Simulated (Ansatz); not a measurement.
# Nb (Im-3m, 1 atom in the cell): converging a phonon calculation, part 3 of 3

Wanted: convergence of the phonons of Nb (Im-3m, 1 atom in the cell) against cost.

Ansatz 0.2.0; DFT PBEsol, scalar-relativistic, plane waves, PAW.

So far. Step 10 (Another k mesh, k-mesh 16×16×16, q mesh 2×2×2): Against step 4 (now k-mesh 16×16×16), the lowest mode on the q mesh (acoustic modes at Γ apart) goes from 141 cm⁻¹ to 149 cm⁻¹ and the mean frequency goes from 161 cm⁻¹ to 166 cm⁻¹. The relaxed cell has a = 3.271 Å (conventional setting).

The database entry behind the starting cell differs from later determinations by our own check (about 0.8 % long, hydrogen-cycled sample), so it need not match the best structure at ambient conditions.

## (16) Another cutoff, cutoff 290 eV, q mesh 2×2×2

The cutoff is set to 290 eV on a small fixed q mesh.

Contents of input.yaml:

```yaml
crystal:
  lattice:
    - [-1.635410055, 1.635410055, 1.635410055]
    - [1.635410055, -1.635410055, 1.635410055]
    - [1.635410055, 1.635410055, -1.635410055]
  atoms:
    - { symbol: Nb, position: [0.0, 0.0, 0.0] }
kpoints:
  mp_grid: { grid: [20, 20, 20] }
hamiltonian:
  xc: pbesol
scf:
  occupations: { method: methfessel_paxton, width: 0.2 }
output:
  eigenvalues: true
phonons:
  method: dfpt
  qmesh: [2, 2, 2]
  temperatures: { t_max: 1000, t_step: 50 }
  qpath:
    path:
      - [[0.0, 0.0, 0.0], [0.5, -0.5, 0.5], [0.0, 0.0, 0.5], [0.0, 0.0, 0.0], [0.25, 0.25, 0.25], [0.5, -0.5, 0.5]]
      - [[0.25, 0.25, 0.25], [0.0, 0.0, 0.5]]
    npoints: 10
basis:
  ecutwfc: 290
```

The run is started by

```sh
> ansatz run input.yaml --threads 4 --pin off --max-ram 7168MiB --backend cpu --events-out ev --progress --plain --runs-dir out
```

Numbers of over 12 decimals in the logs are rounded to 6 here.

Log:

```text
[...]
Crystal: 1 atoms, lattice volume = 17.496 Å³
Basis set: ecut = 290 eV, 201 PW (Γ), exchange–correlation on 32×32×32 points (8 copies of the dense FFT grid, shifted against one another)
Bands: 11, of which v1, the nominal top of the filled ones, is band 7 counted from 1 (6 counted from 0)
Symmetry: 48 space group operations
k-points: 256 of 8000
[...]
SCF iter   1: F=—  HF=-4495.398412 eV  |F-HF|=—  |Δ(HF+E_count)|=         —  Δρ=7.66e-3  dr2=7.49e-3  ethr=1.77e-3  ⟨swp⟩=4.9  Hψ=14944  notcnv=0
[...]
SCF iter   7: F=-4495.395306 eV  HF=-4495.395306 eV  |F-HF|=0.00e0  |Δ(HF+E_count)|=  3.64e-12  S|Δr|=    0.00e0  Δρ=5.51e-8  dr2=1.84e-13  ethr=1.00e-12  ⟨swp⟩=4.7  Hψ=9554  notcnv=0
SCF 1 converged in 7 iterations: F = -4495.395306 eV  dr2 = 1.84e-13
[...]
SCF converged after 7 iterations
[...]
Free energy (F): -4495.395306 eV
[...]
Internal energy: -4495.396471 eV  (E = F + TS)
E sigma→0 (E₀):  -4495.395597 eV
Entropy (-TS):   0.001165 eV (1.165 meV/atom)
Fermi energy:    18.252041 eV
[...]
--- Band table (eV; the first three rows and the last of 256) ---
  k-point 0: bands = [... 3 lower, -11.2481, 12.2569, 18.6001, 18.6001, 18.6001, 21.6000, 21.6000, 32.4612]
  k-point 1: bands = [... 3 lower, -11.2485, 12.3646, 18.5325, 18.5851, 18.7034, 21.4915, 21.5997, 32.5526]
  k-point 2: bands = [... 3 lower, -11.2484, 12.6764, 18.3444, 18.5258, 19.0124, 21.2457, 21.6081, 32.7929]
  k-point 255: bands = [... 3 lower, -12.2620, 14.3414, 14.3414, 24.0958, 24.0958, 24.0958, 27.5817, 27.5817]
[...]
ASR residual: 3.314e-5 → 0.000e0 eV/Å²; symmetrization residual: 1.137e-13 eV/Å²
  ASR residual per site (eV/Å²): 3.31e-5
  Γ frequencies (cm⁻¹): 0.00 0.00 0.00
--- Phonons (arbitrary-q DFPT): 3 irreducible q on the 2×2×2 mesh ---
[...]
interpolated dispersion: 62 rows × 3 modes
[...]
```

It took 11 s on 4 threads of Arm Neoverse V2, shared host; peak memory 0.9 GiB; 40 s of CPU time.

The run finished; it serves as a test, and its numbers are not taken as the result.

## (17) Another cutoff, cutoff 360 eV, q mesh 2×2×2

The cutoff is set to 360 eV on a small fixed q mesh.

input.yaml, as its differences from that of step 16:

```diff
@@ -25,2 +25,2 @@
 basis:
-  ecutwfc: 290
+  ecutwfc: 360
```

Log:

```text
[...]
Crystal: 1 atoms, lattice volume = 17.496 Å³
Basis set: ecut = 360 eV, 249 PW (Γ), exchange–correlation on 36×36×36 points (8 copies of the dense FFT grid, shifted against one another)
Bands: 11, of which v1, the nominal top of the filled ones, is band 7 counted from 1 (6 counted from 0)
Symmetry: 48 space group operations
k-points: 256 of 8000
[...]
k-point 255: bands = [... 3 lower, -12.2481, 14.3344, 14.3344, 24.0856, 24.0856, 24.0856, 27.5380, 27.5380]
[...]
ASR residual: 4.299e-5 → 0.000e0 eV/Å²; symmetrization residual: 1.418e-13 eV/Å²
  ASR residual per site (eV/Å²): 4.30e-5
  Γ frequencies (cm⁻¹): 0.00 0.00 0.00
--- Phonons (arbitrary-q DFPT): 3 irreducible q on the 2×2×2 mesh ---
[...]
interpolated dispersion: 62 rows × 3 modes
[...]
[key lines of the parts left out:]
SCF converged after 6 iterations
Free energy (F): -4495.452056 eV
Fermi energy:    18.247855 eV
```

Run time: 14 s. Hardware: 4 threads; peak memory 1 GiB.

Frequencies (cm⁻¹) solved at each irreducible wavevector; negative means imaginary. Frequencies by wavevector, by row:

```csv
q in reciprocal lattice units,star,mode 1,mode 2,mode 3
0 0 0,1,0,0,0
0 0 -0.5,6,141.5,172.3,186.4
-0.5 -0.5 -0.5,1,217.7,217.7,217.7
```

Against step 4 (now cutoff 360 eV), the highest frequency on the path or at a solved wavevector stays at 218 cm⁻¹.

## (18) Another cutoff, cutoff 550 eV, q mesh 2×2×2

The cutoff is set to 550 eV on a small fixed q mesh.

input.yaml, as its differences from that of step 17:

```diff
@@ -25,2 +25,2 @@
 basis:
-  ecutwfc: 360
+  ecutwfc: 550
```

Log:

```text
[...]
Crystal: 1 atoms, lattice volume = 17.496 Å³
Basis set: ecut = 550 eV, 531 PW (Γ), exchange–correlation on 48×48×48 points (8 copies of the dense FFT grid, shifted against one another)
Bands: 11, of which v1, the nominal top of the filled ones, is band 7 counted from 1 (6 counted from 0)
Symmetry: 48 space group operations
k-points: 256 of 8000
[...]
k-point 255: bands = [... 3 lower, -12.2480, 14.3343, 14.3343, 24.0857, 24.0857, 24.0857, 27.5348, 27.5348]
[...]
ASR residual: 3.512e-5 → 0.000e0 eV/Å²; symmetrization residual: 3.516e-13 eV/Å²
  ASR residual per site (eV/Å²): 3.51e-5
  Γ frequencies (cm⁻¹): 0.00 0.00 0.00
--- Phonons (arbitrary-q DFPT): 3 irreducible q on the 2×2×2 mesh ---
[...]
interpolated dispersion: 62 rows × 3 modes
[...]
[key lines of the parts left out:]
SCF converged after 6 iterations
Free energy (F): -4495.453843 eV
Fermi energy:    18.247385 eV
```

Elapsed: 26 s, on 4 threads; peak memory 1.4 GiB.

Frequencies (cm⁻¹) solved at each irreducible wavevector; negative means imaginary. Frequencies by wavevector, by row:

```csv
q in reciprocal lattice units,star,mode 1,mode 2,mode 3
0 0 0,1,0,0,0
0 0 -0.5,6,141.3,172.4,186.4
-0.5 -0.5 -0.5,1,217.8,217.8,217.8
```

Against step 4 (now cutoff 550 eV), the highest frequency on the path or at a solved wavevector stays at 218 cm⁻¹.

## (19) Summary of results

```
mean frequency, q mesh 2×2×2                                           : 161 cm⁻¹
mean frequency, q mesh 3×3×3                                           : 143 cm⁻¹
mean frequency, q mesh 6×6×6                                           : 146 cm⁻¹
lowest mode on the q mesh (acoustic modes at Γ apart), k-mesh 6×6×6    : 165 cm⁻¹
lowest mode on the q mesh (acoustic modes at Γ apart), k-mesh 10×10×10 : 105 cm⁻¹
lowest mode on the q mesh (acoustic modes at Γ apart), k-mesh 16×16×16 : 149 cm⁻¹
lowest mode on the q mesh (acoustic modes at Γ apart), k-mesh 20×20×20 : 141 cm⁻¹
lowest mode on the q mesh (acoustic modes at Γ apart), k-mesh 30×30×30 : 141 cm⁻¹
lowest mode on the q mesh (acoustic modes at Γ apart), cutoff 170 eV   : -44.2 cm⁻¹
lowest mode on the q mesh (acoustic modes at Γ apart), cutoff 230 eV   : 132 cm⁻¹
lowest mode on the q mesh (acoustic modes at Γ apart), cutoff 290 eV   : 141 cm⁻¹
lowest mode on the q mesh (acoustic modes at Γ apart), cutoff 360 eV   : 141 cm⁻¹
lowest mode on the q mesh (acoustic modes at Γ apart), cutoff 550 eV   : 141 cm⁻¹
```

In words: Over the whole q mesh series, coarse runs included, the lowest frequency on the path runs from -36.7 to 0.0 cm⁻¹; the two finest runs still differ by up to 36.7 cm⁻¹, so convergence is not shown. The k mesh changes along this series too, so part of the change is its. Over the whole k mesh series, coarse runs included, the lowest mode on the q mesh (acoustic modes at Γ apart) runs from 104.5 to 165.1 cm⁻¹; from 20×20×20 on all solved modes stay within 1.6 cm⁻¹ of the finest run (30×30×30), against a tolerance of 2.2. Over the whole cutoff series, coarse runs included, the lowest mode on the q mesh (acoustic modes at Γ apart) runs from -44.2 to 141.5 cm⁻¹; from 290 eV on all solved modes stay within 0.4 cm⁻¹ of the finest run (550 eV), against a tolerance of 2.2. All runs share the cell relaxed at the base settings, which is not exactly at rest under another k mesh or cutoff. With no gap, or one that is small against the smearing, the frequencies hang on the k mesh and the smearing, most of all near Kohn anomalies. A phonon run warned that its eigensolver left some bands unconverged in a pass. These are harmonic frequencies at zero temperature: anharmonic shifts, linewidths and thermal expansion are left out.

[Logs are printed without paths, hosts, clocks, repeated set-up lines and the standing remarks that a program may print on its own settings, such as how far it seeks lower states.]

[Hosts, paths, dates, database ids (printed as entryN), source tags and the programs' standing remarks are cut or masked in the printed files.]
